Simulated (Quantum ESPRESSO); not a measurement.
# puckered PAs, 1 layer: a series in strain along the second axis, part 4 of 7

Aim: how the results for puckered PAs, 1 layer change with strain along the second axis.

Quantum ESPRESSO 7.5; plane-wave DFT, PBE, GBRV ultrasoft pseudopotentials.

So far. Step 2 (Variable-cell relaxation of the reference):  The last row is no step: it is a fresh SCF in the final cell with a new plane-wave basis, -0 meV from the row before. Step 3 (Relaxing the ions, -4 %): The relaxation lowers the energy by 1 meV an atom.

### Step 6. Band structure, -4 %

Bands along a path place the edges.

Contents of m0.bands.in:

```
&control
  prefix = 'm0.bands'
  outdir = './out'
  pseudo_dir = './pseudo'
  calculation = 'bands'
/
&system
  ibrav = 0
  nat = 4
  ntyp = 2
  ecutwfc = 40
  ecutrho = 200
  occupations = 'smearing'
  smearing = 'fd'
  degauss = 0.002
  nbnd = 16
/
&electrons
  conv_thr = 1e-07
  mixing_beta = 0.4
  electron_maxstep = 120
  mixing_mode = 'plain'
/
ATOMIC_SPECIES
  P   30.9738  p_pbe_v1.5.uspp.F.UPF
  As  74.9216  as_pbe_v1.uspp.F.UPF
CELL_PARAMETERS angstrom
  4.69735889000000 0.00000000000000 0.00000000000000
  0.00000000000000 3.36643736160000 0.00000000000000
  0.00000000000000 0.00000000000000 17.36000000000000
ATOMIC_POSITIONS crystal
  P   0.076859933100 0.000000000000 0.436972639800
  As  0.423140066900 0.500000000000 0.431798838000
  As  0.923140066900 0.000000000000 0.568201162000
  P   0.576859933100 0.500000000000 0.563027360200
K_POINTS crystal_b
5
  0.0000000000 0.0000000000 0.0000000000 12
  0.5000000000 0.0000000000 0.0000000000 12
  0.5000000000 0.5000000000 0.0000000000 12
  0.0000000000 0.5000000000 0.0000000000 12
  0.0000000000 0.0000000000 0.0000000000 1
```

The run is started by

```bash
cp -r out/m0.scf.save out/m0.bands.save
cp out/m0.scf.xml out/m0.bands.xml
OMP_NUM_THREADS=1 mpirun -n 4 pw.x -nk 4 -in m0.bands.in > m0.bands.out
```

Log:

```text
[banner, memory and clock lines left out]
Program PWSCF v.7.5 starts

          URL

     Atomic positions and unit cell read from directory:
     ./out/m0.bands.save/

     Message from routine setup:
     using ibrav=0 with symmetry is DISCOURAGED, use correct ibrav instead

     G-vector sticks info

     bravais-lattice index     =            0
     lattice parameter (alat)  =       8.8767  a.u.
     unit-cell volume          =    1852.5528 (a.u.)^3
     number of atoms/cell      =            4
     number of atomic types    =            2
     number of electrons       =        20.00
     number of Kohn-Sham states=           16
     kinetic-energy cutoff     =      40.0000  Ry
     charge density cutoff     =     200.0000  Ry
     Exchange-correlation= SLA  PW   PBE  PBE
                           (   1   4   3   4   0   0   0)

     celldm(1)=   8.876722  celldm(2)=   0.000000  celldm(3)=   0.000000
     celldm(4)=   0.000000  celldm(5)=   0.000000  celldm(6)=   0.000000

     crystal axes: (cart. coord. in units of alat)
               a(1) = (   1.000000   0.000000   0.000000 )
               a(2) = (   0.000000   0.716666   0.000000 )
               a(3) = (   0.000000   0.000000   3.695694 )

     reciprocal axes: (cart. coord. in units 2 pi/alat)
               b(1) = (  1.000000  0.000000  0.000000 )
               b(2) = (  0.000000  1.395350  0.000000 )
               b(3) = (  0.000000  0.000000  0.270585 )

     PseudoPot. # 1 for P  read from file:
     ./pseudo/p_pbe_v1.5.uspp.F.UPF
     Pseudo is Ultrasoft + core correction, Zval =  5.0
     Generated by new atomic code, or converted to UPF format
     Using radial grid of  903 points,  6 beta functions with:
                l(1) =   0
                l(2) =   0
                l(3) =   1
                l(4) =   1
                l(5) =   2
                l(6) =   2
     Q(r) pseudized with  8 coefficients,  rinner =    1.300   1.300   1.300
                                                       1.300   1.300

     PseudoPot. # 2 for As read from file:
     ./pseudo/as_pbe_v1.uspp.F.UPF
     Pseudo is Ultrasoft + core correction, Zval =  5.0
     Generated by new atomic code, or converted to UPF format
     Using radial grid of  875 points,  6 beta functions with:
                l(1) =   0
                l(2) =   0
                l(3) =   1
                l(4) =   1
                l(5) =   2
                l(6) =   2
     Q(r) pseudized with  8 coefficients,  rinner =    1.300   1.300   1.300
                                                       1.300   1.300

     atomic species   valence    mass     pseudopotential
     P                 5.00    30.97380     P ( 1.00)
     As                5.00    74.92160     As( 1.00)

      4 Sym. Ops. (no inversion) found ( 2 have fractional translation)

   Cartesian axes

     site n.     atom                  positions (alat units)
         1        P      tau(   1) = (   0.0768599   0.0000000   1.6149171  )
         2        As     tau(   2) = (   0.4231401   0.3583330   1.5957963  )
         3        As     tau(   3) = (   0.9231401   0.0000000   2.0998975  )
         4        P      tau(   4) = (   0.5768599   0.3583330   2.0807767  )

     number of k points=    49  Fermi-Dirac smearing, width (Ry)=  0.0020
                       cart. coord. in units 2pi/alat
        k(    1) = (   0.0000000   0.0000000   0.0000000), wk =   0.0408163
        k(    2) = (   0.0416667   0.0000000   0.0000000), wk =   0.0408163
        k(    3) = (   0.0833333   0.0000000   0.0000000), wk =   0.0408163
        k(    4) = (   0.1250000   0.0000000   0.0000000), wk =   0.0408163
        k(    5) = (   0.1666667   0.0000000   0.0000000), wk =   0.0408163
        k(    6) = (   0.2083333   0.0000000   0.0000000), wk =   0.0408163
        k(    7) = (   0.2500000   0.0000000   0.0000000), wk =   0.0408163
        k(    8) = (   0.2916667   0.0000000   0.0000000), wk =   0.0408163
        k(    9) = (   0.3333333   0.0000000   0.0000000), wk =   0.0408163
        k(   10) = (   0.3750000   0.0000000   0.0000000), wk =   0.0408163
        k(   11) = (   0.4166667   0.0000000   0.0000000), wk =   0.0408163
        k(   12) = (   0.4583333   0.0000000   0.0000000), wk =   0.0408163
        k(   13) = (   0.5000000   0.0000000   0.0000000), wk =   0.0408163
        k(   14) = (   0.5000000   0.0581396   0.0000000), wk =   0.0408163
        k(   15) = (   0.5000000   0.1162792   0.0000000), wk =   0.0408163
        k(   16) = (   0.5000000   0.1744188   0.0000000), wk =   0.0408163
        k(   17) = (   0.5000000   0.2325584   0.0000000), wk =   0.0408163
        k(   18) = (   0.5000000   0.2906979   0.0000000), wk =   0.0408163
        k(   19) = (   0.5000000   0.3488375   0.0000000), wk =   0.0408163
        k(   20) = (   0.5000000   0.4069771   0.0000000), wk =   0.0408163
        k(   21) = (   0.5000000   0.4651167   0.0000000), wk =   0.0408163
        k(   22) = (   0.5000000   0.5232563   0.0000000), wk =   0.0408163
        k(   23) = (   0.5000000   0.5813959   0.0000000), wk =   0.0408163
        k(   24) = (   0.5000000   0.6395355   0.0000000), wk =   0.0408163
        k(   25) = (   0.5000000   0.6976751   0.0000000), wk =   0.0408163
        k(   26) = (   0.4583333   0.6976751   0.0000000), wk =   0.0408163
        k(   27) = (   0.4166667   0.6976751   0.0000000), wk =   0.0408163
        k(   28) = (   0.3750000   0.6976751   0.0000000), wk =   0.0408163
        k(   29) = (   0.3333333   0.6976751   0.0000000), wk =   0.0408163
        k(   30) = (   0.2916667   0.6976751   0.0000000), wk =   0.0408163
        k(   31) = (   0.2500000   0.6976751   0.0000000), wk =   0.0408163
        k(   32) = (   0.2083333   0.6976751   0.0000000), wk =   0.0408163
        k(   33) = (   0.1666667   0.6976751   0.0000000), wk =   0.0408163
        k(   34) = (   0.1250000   0.6976751   0.0000000), wk =   0.0408163
        k(   35) = (   0.0833333   0.6976751   0.0000000), wk =   0.0408163
        k(   36) = (   0.0416667   0.6976751   0.0000000), wk =   0.0408163
        k(   37) = (   0.0000000   0.6976751   0.0000000), wk =   0.0408163
        k(   38) = (   0.0000000   0.6395355   0.0000000), wk =   0.0408163
        k(   39) = (   0.0000000   0.5813959   0.0000000), wk =   0.0408163
        k(   40) = (   0.0000000   0.5232563   0.0000000), wk =   0.0408163
        k(   41) = (   0.0000000   0.4651167   0.0000000), wk =   0.0408163
        k(   42) = (   0.0000000   0.4069771   0.0000000), wk =   0.0408163
        k(   43) = (   0.0000000   0.3488375   0.0000000), wk =   0.0408163
        k(   44) = (   0.0000000   0.2906979   0.0000000), wk =   0.0408163
[...]
-14.9313 -14.6312 -10.0386  -9.6738  -4.4775  -4.0273  -3.0195  -2.8019
    -2.4610  -1.8188   0.8331   1.0615   1.6834   2.0566   2.2996   2.5723

          k = 0.5000 0.0000 0.0000 (  7950 PWs)   bands (ev):

   -14.7827 -14.7827  -9.8690  -9.8690  -4.2580  -4.2580  -2.9098  -2.9098
    -2.1165  -2.1165   0.9700   0.9700   1.8527   1.8527   2.4222   2.4222

          k = 0.5000 0.0581 0.0000 (  7940 PWs)   bands (ev):

   -14.7632 -14.7632  -9.8598  -9.8598  -4.2463  -4.2463  -3.1790  -3.1790
    -2.0161  -2.0161   1.1044   1.1044   1.8427   1.8427   2.4163   2.4163

          k = 0.5000 0.1163 0.0000 (  7954 PWs)   bands (ev):

   -14.7050 -14.7050  -9.8338  -9.8338  -4.2149  -4.2149  -3.7233  -3.7233
    -1.9300  -1.9300   1.3954   1.3954   1.8262   1.8262   2.4707   2.4707

          k = 0.5000 0.1744 0.0000 (  7956 PWs)   bands (ev):

   -14.6086 -14.6086  -9.7963  -9.7963  -4.3743  -4.3743  -4.1307  -4.1307
    -1.9673  -1.9673   1.5036   1.5036   1.9208   1.9208   2.7489   2.7489

          k = 0.5000 0.2326 0.0000 (  7958 PWs)   bands (ev):

   -14.4751 -14.4751  -9.7570  -9.7570  -4.9773  -4.9773  -4.0790  -4.0790
    -2.1163  -2.1163   1.4385   1.4385   2.0473   2.0473   3.2558   3.2558

          k = 0.5000 0.2907 0.0000 (  7950 PWs)   bands (ev):

   -14.3059 -14.3059  -9.7326  -9.7326  -5.5389  -5.5389  -4.0231  -4.0231
    -2.3407  -2.3407   1.3930   1.3930   2.1297   2.1297   3.7969   3.7969

          k = 0.5000 0.3488 0.0000 (  7942 PWs)   bands (ev):

   -14.1038 -14.1038  -9.7473  -9.7473  -6.0058  -6.0058  -4.0133  -4.0133
    -2.5786  -2.5786   1.4043   1.4043   2.1782   2.1782   4.2246   4.2246

          k = 0.5000 0.4070 0.0000 (  7914 PWs)   bands (ev):

   -13.8729 -13.8729  -9.8288  -9.8288  -6.3372  -6.3372  -4.1127  -4.1127
    -2.7439  -2.7439   1.4545   1.4545   2.1979   2.1979   4.4067   4.4067

          k = 0.5000 0.4651 0.0000 (  7912 PWs)   bands (ev):

   -13.6203 -13.6203  -9.9936  -9.9936  -6.5061  -6.5061  -4.3563  -4.3563
    -2.7834  -2.7834   1.4899   1.4899   2.2246   2.2246   4.4116   4.4116

          k = 0.5000 0.5233 0.0000 (  7900 PWs)   bands (ev):

   -13.3584 -13.3584 -10.2277 -10.2277  -6.5138  -6.5138  -4.7005  -4.7005
    -2.7309  -2.7309   1.4507   1.4507   2.3214   2.3214   4.4181   4.4181

          k = 0.5000 0.5814 0.0000 (  7876 PWs)   bands (ev):

   -13.1103 -13.1103 -10.4846 -10.4846  -6.3879  -6.3879  -5.0823  -5.0823
    -2.6474  -2.6474   1.3517   1.3517   2.4901   2.4901   4.4085   4.4085

          k = 0.5000 0.6395 0.0000 (  7860 PWs)   bands (ev):

   -12.9183 -12.9183 -10.6943 -10.6943  -6.1675  -6.1675  -5.4545  -5.4545
    -2.5784  -2.5784   1.2589   1.2589   2.6620   2.6620   4.3198   4.3198

          k = 0.5000 0.6977 0.0000 (  7856 PWs)   bands (ev):

   -12.8427 -12.8427 -10.7778 -10.7778  -5.9685  -5.9685  -5.7035  -5.7035
    -2.5521  -2.5521   1.2223   1.2223   2.7391   2.7391   4.2554   4.2554

          k = 0.4583 0.6977 0.0000 (  7882 PWs)   bands (ev):

   -12.8485 -12.8485 -10.7738 -10.7738  -5.9920  -5.9920  -5.6519  -5.6519
    -2.5553  -2.5553   1.2214   1.2214   2.6438   2.6438   4.2369   4.2369

          k = 0.4167 0.6977 0.0000 (  7876 PWs)   bands (ev):

   -12.8655 -12.8655 -10.7626 -10.7626  -6.0289  -6.0289  -5.5316  -5.5316
    -2.5648  -2.5648   1.2111   1.2111   2.4085   2.4085   4.1350   4.1350

          k = 0.3750 0.6977 0.0000 (  7880 PWs)   bands (ev):

   -12.8918 -12.8918 -10.7458 -10.7458  -6.0480  -6.0480  -5.3761  -5.3761
    -2.5797  -2.5797   1.1638   1.1638   2.1339   2.1339   3.9013   3.9013

          k = 0.3333 0.6977 0.0000 (  7890 PWs)   bands (ev):

   -12.9249 -12.9249 -10.7257 -10.7257  -6.0402  -6.0402  -5.1989  -5.1989
    -2.5995  -2.5995   1.0278   1.0278   1.9219   1.9219   3.5591   3.5591

          k = 0.2917 0.6977 0.0000 (  7868 PWs)   bands (ev):

   -12.9620 -12.9620 -10.7047 -10.7047  -6.0042  -6.0042  -5.0077  -5.0077
    -2.6243  -2.6243   0.7832   0.7832   1.8192   1.8192   3.1604   3.1604

          k = 0.2500 0.6977 0.0000 (  7880 PWs)   bands (ev):

   -13.0002 -13.0002 -10.6850 -10.6850  -5.9428  -5.9428  -4.8089  -4.8089
    -2.6565  -2.6565   0.4882   0.4882   1.7780   1.7780   2.7532   2.7532

          k = 0.2083 0.6977 0.0000 (  7886 PWs)   bands (ev):

   -13.0369 -13.0369 -10.6678 -10.6678  -5.8616  -5.8616  -4.6079  -4.6079
    -2.7012  -2.7012   0.2082   0.2082   1.7171   1.7171   2.3965   2.3965

          k = 0.1667 0.6977 0.0000 (  7898 PWs)   bands (ev):

   -13.0699 -13.0699 -10.6540 -10.6540  -5.7691  -5.7691  -4.4102  -4.4102
    -2.7661  -2.7661  -0.0140  -0.0140   1.5376   1.5376   2.1827   2.1827

          k = 0.1250 0.6977 0.0000 (  7890 PWs)   bands (ev):

   -13.0974 -13.0974 -10.6436 -10.6436  -5.6766  -5.6766  -4.2206  -4.2206
    -2.8574  -2.8574  -0.1523  -0.1523   1.2421   1.2421   2.1148   2.1148

          k = 0.0833 0.6977 0.0000 (  7912 PWs)   bands (ev):

   -13.1180 -13.1180 -10.6365 -10.6365  -5.5971  -5.5971  -4.0469  -4.0469
    -2.9706  -2.9706  -0.2002  -0.2002   0.9367   0.9367   2.1019   2.1019

          k = 0.0417 0.6977 0.0000 (  7924 PWs)   bands (ev):

   -13.1308 -13.1308 -10.6324 -10.6324  -5.5431  -5.5431  -3.9086  -3.9086
    -3.0797  -3.0797  -0.1807  -0.1807   0.6968   0.6968   2.1019   2.1019

          k = 0.0000 0.6977 0.0000 (  7920 PWs)   bands (ev):

   -13.1351 -13.1351 -10.6311 -10.6311  -5.5240  -5.5240  -3.8507  -3.8507
    -3.1295  -3.1295  -0.1573  -0.1573   0.5993   0.5993   2.1028   2.1028

          k = 0.0000 0.6395 0.0000 (  7918 PWs)   bands (ev):

   -13.5279 -12.7389 -11.0674 -10.1559  -5.6820  -5.4127  -3.9255  -3.8523
    -3.2392  -2.9320  -0.1068  -0.0598   0.2337   1.0208   1.7270   2.4965

          k = 0.0000 0.5814 0.0000 (  7900 PWs)   bands (ev):

   -13.9036 -12.3755 -11.4347  -9.6539  -5.8377  -5.3918  -4.0731  -3.9067
    -3.2388  -2.6825  -0.0938   0.0727   0.2130   1.3847   1.4842   2.8930

          k = 0.0000 0.5233 0.0000 (  7899 PWs)   bands (ev):

   -14.2549 -12.2075 -11.5814  -9.1367  -5.9519  -5.4674  -4.2688  -3.9867
    -3.1393  -2.4155  -0.2989   0.3080   0.5759   1.1362   1.9709   3.2750

          k = 0.0000 0.4651 0.0000 (  7901 PWs)   bands (ev):

   -14.5767 -12.3942 -11.3627  -8.6193  -5.9939  -5.6075  -4.4858  -4.0616
    -3.0001  -2.1578  -0.3801   0.3865   1.0329   1.1610   2.4796   3.6182

          k = 0.0000 0.4070 0.0000 (  7909 PWs)   bands (ev):

   -14.8657 -12.6652 -11.0664  -8.1239  -5.9394  -5.7743  -4.7037  -4.0937
    -2.8953  -1.9287  -0.2960   0.2263   1.5211   1.5490   2.9983   3.8499

          k = 0.0000 0.3488 0.0000 (  7879 PWs)   bands (ev):

   -15.1197 -12.9209 -10.8067  -7.6809  -5.9413  -5.7728  -4.9088  -4.0432
    -2.8634  -1.7399  -0.0383   0.0156   2.0092   2.0900   3.4973   3.6884

          k = 0.0000 0.2907 0.0000 (  7909 PWs)   bands (ev):

   -15.3368 -13.1439 -10.6078  -7.3248  -6.0920  -5.4924  -5.0916  -3.8756
    -2.8939  -1.5955  -0.1810   0.3589   2.5373   2.5994   3.4612   3.6363

          k = 0.0000 0.2326 0.0000 (  7907 PWs)   bands (ev):

   -15.5159 -13.3290 -10.4703  -7.0780  -6.2160  -5.2503  -5.1108  -3.5773
    -2.9559  -1.4928  -0.3481   0.8415   2.9404   2.9997   3.2731   3.3861

          k = 0.0000 0.1744 0.0000 (  7911 PWs)   bands (ev):

   -15.6560 -13.4742 -10.3838  -6.9355  -6.3075  -5.3725  -4.6734  -3.1760
    -3.0215  -1.4253  -0.4805   1.3527   2.5231   2.8910   3.1133   3.2875

          k = 0.0000 0.1163 0.0000 (  7889 PWs)   bands (ev):

   -15.7565 -13.5784 -10.3343  -6.8694  -6.3663  -5.4624  -4.2344  -3.0831
    -2.7320  -1.3851  -0.5759   1.8135   1.8245   2.5063   2.9929   3.1834

          k = 0.0000 0.0581 0.0000 (  7891 PWs)   bands (ev):

   -15.8169 -13.6412 -10.3098  -6.8461  -6.3974  -5.5170  -3.8889  -3.1198
    -2.3683  -1.3650  -0.6333   1.2963   2.0305   2.2524   2.9251   3.1173

          k = 0.0000 0.0000 0.0000 (  7887 PWs)   bands (ev):

   -15.8371 -13.6621 -10.3025  -6.8411  -6.4070  -5.5352  -3.7531  -3.1326
    -2.2209  -1.3592  -0.6525   1.1030   1.8936   2.3574   2.9028   3.0951

     XML data file, pseudopotentials, collected wavefunctions

                                        0.00s GPU  (    1032 calls)
```

It took 24 s on 4 MPI ranks of AMD EPYC 9R14 (Zen 4), shared host; peak memory 0.39 GiB.

Band numbers count within the set of bands kept for display. The electronic bands at the labelled points (eV, zero at the highest filled level of the SCF mesh; v1 is the highest filled band, c1 the lowest empty one):

| point | v4 | v3 | v2 | v1 | c1 | c2 | c3 | c4 |
| --- | --- | --- | --- | --- | --- | --- | --- | --- |
| Γ | -2.39 | -1.77 | -0.86 | 0.00 | 0.71 | 2.46 | 3.25 | 3.72 |
| halfway | -2.15 | -1.36 | -1.02 | -0.63 | 1.77 | 2.45 | 2.71 | 3.48 |
| X | -1.55 | -1.55 | -0.76 | -0.76 | 2.33 | 2.33 | 3.21 | 3.21 |
| halfway | -2.65 | -2.65 | -1.22 | -1.22 | 2.76 | 2.76 | 3.54 | 3.54 |
| S | -4.34 | -4.34 | -1.19 | -1.19 | 2.58 | 2.58 | 4.10 | 4.10 |
| halfway | -3.45 | -3.45 | -1.30 | -1.30 | 1.85 | 1.85 | 3.14 | 3.14 |
| Y | -2.49 | -2.49 | -1.77 | -1.77 | 1.20 | 1.20 | 1.96 | 1.96 |
| halfway | -3.55 | -2.68 | -1.50 | -0.38 | 1.32 | 1.37 | 3.37 | 3.45 |
| Γ | -2.39 | -1.77 | -0.86 | 0.00 | 0.71 | 2.46 | 3.25 | 3.72 |

Along this path the valence top lies at Γ and the conduction bottom at Γ.

[end of part 4 of 7]

[Logs are printed without paths, hosts, clocks, repeated set-up lines and the standing remarks that a program may print on its own settings, such as how far it seeks lower states.]

[Hosts, paths, dates, database ids (printed as entryN), source tags and the programs' standing remarks are cut or masked in the printed files.]

[Maps of the electrostatic potential energy from Ansatz leave out the sawtooth potential of an applied field or a dipole correction, so their vacuum need not be flat; planar profiles and work functions include it.]
